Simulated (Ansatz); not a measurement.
**How fast states decay through CsKNb2O6**

A new crystal, CsKNb2O6: structure, gap and complex bands. It is built by putting Cs for Na in the KNaNb2O6 structure of space group Pm, with the volume rescaled by atomic radii. The parent structure comes from the Materials Project.

Program: Ansatz 0.2.0. Level of theory: r2SCAN DFT, plane waves, PAW files, in the first sound run; inputs show where later runs differ. Results are calculated unless marked as measured.

The structure was built from a prototype and need not be the compound's stable phase.

## (1) Set-up

Symmetry: Pm, No. 6, monoclinic system. The conventional cell has a = 4.295 Å, b = 4.210 Å, c = 8.585 Å, α = 90.00°, β = 90.39°, γ = 90.00°. Nearest to K lie 12 O at 2.91 to 3.24 Å. Cs has 12 O at 2.74 to 3.29 Å nearest. Nb has 6 O at 2.00 to 2.31 Å nearest. Nb has 6 O at 1.99 to 2.34 Å nearest. Nearest to O lie 2 Nb at 2.12 Å and 2 K at 2.91 to 3.05 Å and 2 Cs at 3.00 to 3.29 Å. O has 2 Nb at 2.12 Å and 2 Cs at 2.74 to 3.02 Å and 2 K at 3.06 to 3.24 Å nearest. It derives from KNaNb2O6. Cs for Na in the KNaNb2O6 structure of space group Pm. Farther neighbours and most contacts between anions are not listed.

## (2) Cell and atoms at rest

The substituted atoms don't fit the parent's cell, so cell and atoms relax together. A small smearing keeps the run stable in case the gap closes on the way.

input.yaml reads:

```yaml
crystal:
  lattice:
    - [4.2949816656, 0.0, 0.0]
    - [0.0, 4.2095219044, 0.0]
    - [-0.0576858909, 0.0, 8.5846437221]
  atoms:
    - { symbol: K, position: [0.486281, 0.5, 0.756299] }
    - { symbol: Cs, position: [0.50589, 0.5, 0.247953] }
    - { symbol: Nb, position: [0.999338, 0.0, 0.003667] }
    - { symbol: Nb, position: [0.998321, 0.0, 0.497703] }
    - { symbol: O, position: [0.960426, 0.5, 0.515193] }
    - { symbol: O, position: [0.959517, 0.5, 0.024806] }
    - { symbol: O, position: [0.968448, 0.0, 0.770239] }
    - { symbol: O, position: [0.958429, 0.0, 0.266928] }
    - { symbol: O, position: [0.462542, 0.0, 0.512211] }
    - { symbol: O, position: [0.463207, 0.0, 0.023802] }
kpoints:
  mp_grid: { grid: [6, 6, 4] }
scf:
  occupations: { method: gaussian, width: 0.03 }
hamiltonian:
  xc: r2scan
output:
  forces: true
  stress: true
relax:
  f_tol: 0.02
  max_steps: 60
  cell: {}
```

Started as:

```sh
$ ansatz run input.yaml --threads 2 --pin off --max-ram 4096MiB --backend cpu --events-out ev --progress --plain --runs-dir out
```

Numbers of over 12 decimals in the logs are rounded to 6 here.

What it wrote:

```text
Engine: ansatz 0.2.0, x86_64-unknown-linux-gnu
Pseudopotentials: kind: paw
Pseudopotential: K, paw, valence charge 9, recommended cutoff 500 eV (meta_gga), K.paw.azcp
Pseudopotential: Cs, paw, valence charge 9, recommended cutoff 500 eV (meta_gga), Cs.paw.azcp
Pseudopotential: Nb, paw, valence charge 13, recommended cutoff 500 eV (meta_gga), Nb.paw.azcp
Pseudopotential: O, paw, valence charge 6, recommended cutoff 500 eV (meta_gga), O.paw.azcp
Functional definition: r2SCAN
  parameter k0 = 0.174
  parameter k1 = 0.065
  parameter a1 = 4.9479
  exchange = r2scan_x(k0 = k0, k1 = k1, a1 = a1)
  correlation = r2scan_c
Crystal: 10 atoms, lattice volume = 155.209 Å³
Basis set: ecut = 500 eV, 3917 PW (Γ), exchange–correlation on 128×128×256 points (64 copies of the dense FFT grid, shifted against one another)
Bands: 50, of which v1, the nominal top of the filled ones, is band 40 counted from 1 (39 counted from 0)
Symmetry: 2 space group operations
Space group: Pm (ITA 6), of the structure as read, at distance tolerance 5.4e-5 Å
k-points: 56 of 144 (time reversal used)
Non-local potential: K, projectors of the file, l = 0: 3, l = 1: 2, l = 2: 2
Non-local potential: Cs, projectors of the file, l = 0: 3, l = 1: 2, l = 2: 2, l = 3: 2
Non-local potential: Nb, projectors of the file, l = 0: 3, l = 1: 2, l = 2: 2, l = 3: 1
Non-local potential: O, projectors of the file, l = 0: 2, l = 1: 2, l = 2: 1
PAW form: soft (Blöchl's): semilocal exchange-correlation on the pseudo side does not see the compensation charge
PAW frozen core: K, regenerated for the run's functional (the file was generated under x = pbe(κ = 0.804, μ = 0.219515), c = pbe(β = 0.066725))
PAW frozen core: Cs, regenerated for the run's functional (the file was generated under x = pbe(κ = 0.804, μ = 0.219515), c = pbe(β = 0.066725))
PAW frozen core: Nb, regenerated for the run's functional (the file was generated under x = pbe(κ = 0.804, μ = 0.219515), c = pbe(β = 0.066725))
PAW frozen core: O, regenerated for the run's functional (the file was generated under x = pbe(κ = 0.804, μ = 0.219515), c = pbe(β = 0.066725))
PAW one-centre angular grid: K, 302 points (default); XC on 160 Gauss nodes
PAW one-centre angular grid: Cs, 302 points (default); XC on 160 Gauss nodes
PAW one-centre angular grid: Nb, 590 points (default); XC on 160 Gauss nodes
PAW one-centre angular grid: O, 302 points (default); XC on 160 Gauss nodes
Initial density: superposition of atomic densities (neutral atoms: chi_scale 0, normalization atom), corrected by the library's trained network
Initial wavefunctions: pseudopotential atomic-orbital guess
Functional: x = r2scan, c = r2scan; τ floored in thin density (d = 2e-4 eV/Å³)
SCF iter   1: F=—  HF=-19776.414424 eV  |F-HF|=—  |Δ(HF+E_count)|=         —  Δρ=1.77e-2  dr2=7.74e-1  dr2_τ=4.59e-1  ethr=1.77e-3  ⟨swp⟩=6.8  Hψ=10995  notcnv=0
preconditioner: auto → Resta (q_TF=auto, 2.443 Å⁻¹)  ε∞=5.0  [insulator: Δε(μ)=2.353 eV  Ē_g=11.666 eV  σ=0.030 eV  W_gap=1.00  n_scr=38 (ndim 8)  ℏωp=23.5 eV  f_vac=0.017  D(μ)=0.00/eV (n_scr^D=0)  ε∞_Penn≈5.0]
SCF iter   2: F=—  HF=-19776.419580 eV  |F-HF|=—  |Δ(HF+E_count)|=   5.16e-3  Δρ=1.12e-2  dr2=1.18e-1  dr2_τ=6.88e-2  ethr=9.67e-4  ⟨swp⟩=2.0  Hψ=4629  notcnv=0  defer=144
SCF iter   3: F=—  HF=-19776.401711 eV  |F-HF|=—  |Δ(HF+E_count)|=   1.79e-2  Δρ=3.26e-3  dr2=1.10e-2  dr2_τ=8.40e-4  ethr=1.48e-4  ⟨swp⟩=2.0  Hψ=4680  notcnv=0  defer=88
automatic band count: iteration 3 solves 49 bands in place of 50: the levels show a gap, and the empty bands left out lie too high to hold charge; the band table lists the bands solved (type scf.n_extra_bands for more)
SCF iter   4: F=—  HF=-19776.400025 eV  |F-HF|=—  |Δ(HF+E_count)|=   1.69e-3  Δρ=8.34e-4  dr2=5.90e-4  dr2_τ=1.11e-4  ethr=1.38e-5  ⟨swp⟩=2.0  Hψ=4214  notcnv=0  defer=88
SCF iter   5: F=—  HF=-19776.400126 eV  |F-HF|=—  |Δ(HF+E_count)|=   1.01e-4  Δρ=4.53e-4  dr2=2.78e-4  dr2_τ=4.56e-5  ethr=7.38e-7  ⟨swp⟩=2.0  Hψ=4326  notcnv=0  defer=88
SCF iter   6: F=—  HF=-19776.400097 eV  |F-HF|=—  |Δ(HF+E_count)|=   2.94e-5  Δρ=1.18e-4  dr2=2.92e-5  dr2_τ=3.45e-6  ethr=3.47e-7  ⟨swp⟩=2.0  Hψ=4145  notcnv=0  defer=88
SCF iter   7: F=—  HF=-19776.400360 eV  |F-HF|=—  |Δ(HF+E_count)|=   2.63e-4  Δρ=4.82e-5  dr2=4.20e-6  dr2_τ=4.60e-7  ethr=3.65e-8  ⟨swp⟩=2.4  Hψ=4401  notcnv=0  defer=88
SCF iter   8: F=—  HF=-19776.400360 eV  |F-HF|=—  |Δ(HF+E_count)|=  2.22e-10  Δρ=2.69e-5  dr2=1.30e-6  dr2_τ=1.11e-7  ethr=5.25e-9  ⟨swp⟩=2.0  Hψ=4037  notcnv=0  defer=88
SCF iter   9: F=-19776.400360 eV  HF=-19776.400360 eV  |F-HF|=1.25e-8  |Δ(HF+E_count)|=   1.59e-7  Δρ=5.40e-6  dr2=5.90e-8  dr2_τ=4.05e-9  ethr=1.25e-10  ⟨swp⟩=3.0  Hψ=10372  notcnv=0
SCF 1 converged in 9 iterations: F = -19776.400360 eV  dr2 = 5.90e-8
  greatest PAW one-centre occupation: 1.001 electrons in one spin orbital (limit 2), on the Nb atom at site 3 (counted from 0), in its partial waves of l = 0
relax step   1: F+E_penalty+E_count = -19776.40036000 eV  Δ(F+E_penalty+E_count) = +0.000e0 eV  max|allowed force component| = 2.004e0 eV/Å  Δτ_max = 0.0000 Å  P = -17.092 GPa  Ω = 155.209 Å³  (9 SCF iters, dr2 threshold 1.00e-7 eV, accepted)
Crystal: 10 atoms, lattice volume = 138.558 Å³
Basis set: ecut = 500 eV, 3535 PW (Γ), exchange–correlation on 128×128×256 points (64 copies of the dense FFT grid, shifted against one another)
Initial density: handed on by an earlier stage of this run
Initial wavefunctions: those handed on with the density
iter 1 solved again at ethr=4.22e-4 eV; its pass at ethr=3.10e-3 eV (dr2=3.37e-1 eV) is discarded
SCF iter   1: F=—  HF=-19777.847986 eV  |F-HF|=—  |Δ(HF+E_count)|=         —  Δρ=1.60e-2  dr2=3.40e-1  dr2_τ=2.74e0  ethr=4.22e-4  ⟨swp⟩=1.5  Hψ=14208  notcnv=0
automatic band count: iteration 1 solves 46 bands in place of 50: the levels show a gap, and the empty bands left out lie too high to hold charge; the band table lists the bands solved (type scf.n_extra_bands for more)
preconditioner: auto → Resta (q_TF=auto, 2.490 Å⁻¹)  ε∞=6.1  [insulator: Δε(μ)=1.992 eV  Ē_g=11.029 eV  σ=0.030 eV  W_gap=1.00  n_scr=38 (ndim 8)  ℏωp=24.8 eV  f_vac=0.005  D(μ)=0.00/eV (n_scr^D=0)  ε∞_Penn≈6.1]
SCF iter   2: F=—  HF=-19777.942022 eV  |F-HF|=—  |Δ(HF+E_count)|=   9.40e-2  Δρ=6.87e-3  dr2=7.06e-2  dr2_τ=8.35e-3  ethr=4.22e-4  ⟨swp⟩=3.0  Hψ=5399  notcnv=0
SCF iter   3: F=—  HF=-19777.940480 eV  |F-HF|=—  |Δ(HF+E_count)|=   1.54e-3  Δρ=2.75e-3  dr2=1.42e-2  dr2_τ=1.60e-3  ethr=8.82e-5  ⟨swp⟩=2.0  Hψ=4088  notcnv=0
[...]
relax step  17: F+E_penalty+E_count = -19778.59475331 eV  Δ(F+E_penalty+E_count) = -1.740e-4 eV  max|allowed force component| = 4.678e-2 eV/Å  Δτ_max = 0.0088 Å  P = -0.091 GPa  Ω = 156.826 Å³  energy of the carried Pulay correction = -6.179e-4 eV  (7 SCF iters, dr2 threshold 2.90e-7 eV, accepted)
relax step  18: F+E_penalty+E_count = -19778.59506567 eV  Δ(F+E_penalty+E_count) = -3.124e-4 eV  max|allowed force component| = 1.740e-2 eV/Å  Δτ_max = 0.0040 Å  P = -0.024 GPa  Ω = 156.629 Å³  energy of the carried Pulay correction = -5.433e-4 eV  (7 SCF iters, dr2 threshold 1.37e-7 eV, accepted)
relax step  19: F+E_penalty+E_count = -19778.59510405 eV  Δ(F+E_penalty+E_count) = -3.839e-5 eV  max|allowed force component| = 1.345e-2 eV/Å  Δτ_max = 0.0029 Å  P = +0.026 GPa  Ω = 156.569 Å³  energy of the carried Pulay correction = -5.204e-4 eV  (7 SCF iters, dr2 threshold 1.28e-8 eV, accepted)
relax step  20: F+E_penalty+E_count = -19778.63221951 eV  Δ(F+E_penalty+E_count) = -3.712e-2 eV  max|allowed force component| = 9.984e-3 eV/Å  Δτ_max = 0.0000 Å  P = +0.433 GPa  Ω = 156.569 Å³  stress off target by 1.09e0 GPa  SCF on the basis re-selected at this cell (its energy is not comparable with the rows above)  (9 SCF iters)
relax step  21: F+E_penalty+E_count = -19778.64856145 eV  Δ(F+E_penalty+E_count) = -1.634e-2 eV  max|allowed force component| = 8.425e-2 eV/Å  Δτ_max = 0.0258 Å  P = +0.366 GPa  Ω = 158.758 Å³  energy of the carried Pulay correction = -8.910e-4 eV  (7 SCF iters, dr2 threshold 1.00e-6 eV, accepted)
relax step  22: F+E_penalty+E_count = -19778.65812118 eV  Δ(F+E_penalty+E_count) = -9.560e-3 eV  max|allowed force component| = 5.373e-2 eV/Å  Δτ_max = 0.0535 Å  P = +0.118 GPa  Ω = 161.772 Å³  energy of the carried Pulay correction = -2.188e-3 eV  (8 SCF iters, dr2 threshold 1.00e-6 eV, accepted)
relax step  23: F+E_penalty+E_count = -19778.65913312 eV  Δ(F+E_penalty+E_count) = -1.012e-3 eV  max|allowed force component| = 2.782e-2 eV/Å  Δτ_max = 0.0216 Å  P = +0.031 GPa  Ω = 162.495 Å³  energy of the carried Pulay correction = -2.512e-3 eV  (7 SCF iters, dr2 threshold 1.96e-7 eV, accepted)
relax step  24: F+E_penalty+E_count = -19778.65918850 eV  Δ(F+E_penalty+E_count) = -5.538e-5 eV  max|allowed force component| = 4.068e-2 eV/Å  Δτ_max = 0.0042 Å  P = -0.006 GPa  Ω = 162.665 Å³  energy of the carried Pulay correction = -2.589e-3 eV  (7 SCF iters, dr2 threshold 4.84e-8 eV, accepted)
relax step  25: F+E_penalty+E_count = -19778.65957978 eV  Δ(F+E_penalty+E_count) = -3.913e-4 eV  max|allowed force component| = 1.528e-3 eV/Å  Δτ_max = 0.0083 Å  P = +0.002 GPa  Ω = 162.689 Å³  energy of the carried Pulay correction = -2.600e-3 eV  (7 SCF iters, dr2 threshold 1.03e-7 eV, accepted)
iter 1 solved again at ethr=8.37e-8 eV; its pass at ethr=3.10e-3 eV (dr2=6.70e-5 eV) is discarded
SCF iter   1: F=—  HF=-19778.661376 eV  |F-HF|=—  |Δ(HF+E_count)|=         —  Δρ=2.73e-4  dr2=5.54e-6  dr2_τ=3.01e-5  ethr=8.37e-8  ⟨swp⟩=4.0  Hψ=20054  notcnv=0
preconditioner: auto → Resta (q_TF=auto, 2.424 Å⁻¹)  ε∞=4.2  [insulator: Δε(μ)=1.842 eV  Ē_g=12.751 eV  σ=0.030 eV  W_gap=1.00  n_scr=48 (ndim 8)  ℏωp=22.9 eV  f_vac=0.040  D(μ)=0.00/eV (n_scr^D=0)  ε∞_Penn≈4.2]
SCF iter   2: F=—  HF=-19778.661999 eV  |F-HF|=—  |Δ(HF+E_count)|=   6.23e-4  Δρ=1.39e-4  dr2=1.46e-6  dr2_τ=1.75e-5  ethr=6.93e-9  ⟨swp⟩=2.0  Hψ=4817  notcnv=0
SCF iter   3: F=—  HF=-19778.662103 eV  |F-HF|=—  |Δ(HF+E_count)|=   1.05e-4  Δρ=8.72e-6  dr2=9.64e-8  dr2_τ=1.91e-8  ethr=1.83e-9  ⟨swp⟩=2.0  Hψ=4928  notcnv=0
SCF iter   4: F=—  HF=-19778.662103 eV  |F-HF|=—  |Δ(HF+E_count)|=   3.21e-9  Δρ=2.74e-6  dr2=4.34e-9  dr2_τ=2.50e-9  ethr=1.20e-10  ⟨swp⟩=2.0  Hψ=4262  notcnv=0
SCF iter   5: F=—  HF=-19778.662103 eV  |F-HF|=—  |Δ(HF+E_count)|=   6.28e-9  Δρ=1.07e-6  dr2=8.55e-10  dr2_τ=5.26e-10  ethr=5.42e-12  ⟨swp⟩=2.0  Hψ=4904  notcnv=0
SCF iter   6: F=—  HF=-19778.662103 eV  |F-HF|=—  |Δ(HF+E_count)|=   2.11e-9  Δρ=6.17e-7  dr2=6.13e-10  dr2_τ=8.10e-11  ethr=1.07e-12  ⟨swp⟩=2.0  Hψ=4444  notcnv=0
SCF iter   7: F=-19778.662103 eV  HF=-19778.662103 eV  |F-HF|=1.09e-11  |Δ(HF+E_count)|=  5.82e-11  Δρ=1.18e-7  dr2=2.61e-11  dr2_τ=3.41e-12  ethr=1.00e-12  ⟨swp⟩=3.1  Hψ=10608  notcnv=0
SCF 26 converged in 7 iterations: F = -19778.662103 eV  dr2 = 2.61e-11
relax step  26: F+E_penalty+E_count = -19778.66210335 eV  Δ(F+E_penalty+E_count) = -2.524e-3 eV  max|allowed force component| = 2.964e-3 eV/Å  Δτ_max = 0.0000 Å  P = -0.005 GPa  Ω = 162.689 Å³  stress off target by 9.64e-3 GPa  SCF on the basis re-selected at this cell (its energy is not comparable with the rows above)  (7 SCF iters)
basis re-selected at this cell: Δ(F+E_penalty+E_count) = -2.524e-3 eV, ΔP = -0.008 GPa vs the last step (what re-selecting the basis moved, of the pressure what is left beyond the Pulay correction that the steps carried, after the strain that the cell walked since its last selection, with what the two solves' SCF thresholds leave and, on support functions, any second-order correction that the steps lacked; it is no m [...]
SCF converged after 7 iterations
Free energy (F): -19778.662103 eV
Harris-Foulkes:  -19778.662103 eV  (|F-HF|=1.09e-11)
Internal energy: -19778.662103 eV  (E = F + TS)
E sigma→0 (E₀):  -19778.662103 eV
Fermi energy:    7.915594 eV
--- Per-component energies (eV) ---
  E_band       = -594.938402
  E_kinetic    = 2241.541686
  E_local      = -6088.247386  (includes V_loc(G=0)·N_el)
  E_nonlocal   = 555.055682
  E_hartree    = 2260.667817
  E_xc         = -1079.241037
  E_vxc        = -1435.963888  (∫ρ·V_xc dr)
  E_paw        = -13017.455371  (= ΣΔE_a)
  E_vpaw       = -477.540603  (= ΣTr[D̂ρ^β])
  E_aug_tail   = 0.006204  (compensation charges beyond the density's cutoff)
  E_vtau       = 88.874247  (kinetic-family band-sum trace: ∫τ·v_τ [+ j·A + Jᵃ·Aᵃ] dr)
  E_ewald      = -4650.266885
  E_core_change = -0.722813  (= ΣΔE_core)
  E_smearing   = -0.000000  (= −TS)
  E_closure    = 0.000000  (closes the sum)
  Σ components = -19778.662103   (vs F -19778.662103, Δ=0.00e0)
--- Forces (eV/Å), atoms counted from 1 ---
  atom   1  K     -0.00036515    -0.00000000     0.00084706
  atom   2  Cs    -0.00028247     0.00000000    -0.00143140
  atom   3  Nb    -0.00101314     0.00000000    -0.00295931
  atom   4  Nb    -0.00010755     0.00000000    -0.00070411
  atom   5  O      0.00062943    -0.00000000     0.00017231
  atom   6  O      0.00078195     0.00000000     0.00002626
  atom   7  O     -0.00051967    -0.00000000     0.00183220
  atom   8  O      0.00004460     0.00000000     0.00003665
  atom   9  O      0.00014352    -0.00000000     0.00088115
  atom  10  O      0.00075865    -0.00000000     0.00134497
  max |Σ_I F_I| component: 7.02e-5 eV/Å
--- Stress (GPa, compression-positive) ---
       -0.009193       0.000000       0.002222
        0.000000      -0.007936       0.000000
        0.002221       0.000000       0.001445
  P = ⅓ Tr σ = -0.0052 GPa (-0.052 kbar)
--- Relaxed structure (24 steps of the walk, 23 accepted, 2 SCFs on fresh bases) ---
  F+E_penalty+E_count = -19778.66210335 eV   max|allowed force component| = 2.964e-3 eV/Å   (the final SCF, on the basis selected at the relaxed cell)
  cell:  # Å, volume = 162.6893 Å³
    - [3.852037, 4.0561002756125674e-17, 0.010456]
    - [3.9753936770877323e-17, 3.851450, 0]
    - [-0.030838, -5.447747538770822e-19, 10.965813]
  atoms:
    - { symbol: K, position: [0.476317, 0.5, 0.723050] }
    - { symbol: Cs, position: [0.476260, 0.5, 0.225845] }
    - { symbol: Nb, position: [0.976332, 0, -0.048963] }
    - { symbol: Nb, position: [0.976262, 0, 0.504855] }
    - { symbol: O, position: [0.976181, 0.5, 0.546641] }
    - { symbol: O, position: [0.976088, 0.5, -0.00526534] }
    - { symbol: O, position: [0.976323, 0, 0.789092] }
    - { symbol: O, position: [0.976233, 0, 0.342365] }
    - { symbol: O, position: [0.476222, 0, 0.546564] }
    - { symbol: O, position: [0.476182, 0, -0.00538148] }
```

The job ended after 7 min (2 threads of Intel Xeon 6975P-C (Granite Rapids), shared host; peak memory 1 GiB; 14 min of CPU time).

The steps of the relaxation (22 of 26):

```csv
step,energy less that of the first step (eV),largest force component (eV/Å),pressure (GPa),volume (Å³)
1,0.0000,2.0045,-17.09,155.21
2,-1.5391,1.2589,-1.64,138.56
3,-1.6085,0.7323,2.99,135.42
5,-1.7565,0.8540,0.30,141.81
6,-1.8027,0.3476,0.78,143.48
7,-1.8324,0.2552,0.22,145.73
8,-1.8989,0.5104,0.79,150.10
9,-2.0045,0.5671,0.14,153.06
11,-1.8578,1.8225,1.14,154.82
12,-2.1405,0.3477,-0.51,156.85
13,-2.1689,0.2766,0.12,157.27
14,-2.1716,0.3251,0.29,156.40
15,-2.1868,0.2719,0.19,157.03
16,-2.1942,0.0481,0.27,155.93
18,-2.1947,0.0174,-0.02,156.63
19,-2.1947,0.0135,0.03,156.57
20*,-2.2319,0.0100,0.43,156.57
21,-2.2482,0.0843,0.37,158.76
22,-2.2578,0.0537,0.12,161.77
24,-2.2588,0.0407,-0.01,162.66
25,-2.2592,0.0015,0.00,162.69
26*,-2.2617,0.0030,-0.01,162.69
```

Relaxation steps marked * repeat the geometry before them on a plane-wave basis chosen anew for their cell, so energy and pressure can jump there. Other such steps can lie between the rows shown. Relaxation step 11 was tried and not accepted.

Forces are held to the 2 operations that the run works with; a distortion that breaks them can't arise in this run.

| cell as run | before | after | change |
| --- | --- | --- | --- |
| a (Å) | 4.295 | 3.852 | -10.3 % |
| b (Å) | 4.210 | 3.851 | -8.5 % |
| c (Å) | 8.585 | 10.966 | +27.7 % |
| β (°) | 90.39 | 90.01 | -0.4 % |
| volume (Å³/atom) | 15.52 | 16.27 | +4.8 % |

The atoms that moved most (Å, as changes of fractional coordinates times the final cell):

```csv
atom,dx,dy,dz,length
O8,0.066,0.000,0.827,0.830
Nb3,-0.087,0.000,-0.577,0.584
O9,0.052,0.000,0.377,0.380
K1,-0.037,0.000,-0.365,0.367
O5,0.060,0.000,0.345,0.350
O6,0.065,0.000,-0.330,0.336
O10,0.051,0.000,-0.320,0.324
Cs2,-0.113,0.000,-0.243,0.268
```

This step gave:

```yaml
free_energy: -19778.6621 eV
fermi_energy: 7.916 eV
pressure: -0.005228 GPa
```

The largest force component on a free atom ends at 0.0030 eV/Å.

(Part 1 of 3 ends here.)

[Logs are printed without paths, hosts, clocks, repeated set-up lines and the standing remarks that a program may print on its own settings, such as how far it seeks lower states.]

[Hosts, paths, dates, database ids (printed as entryN), source tags and the programs' standing remarks are cut or masked in the printed files.]

[New means built here by substitution; the compound itself may be known and measured.]
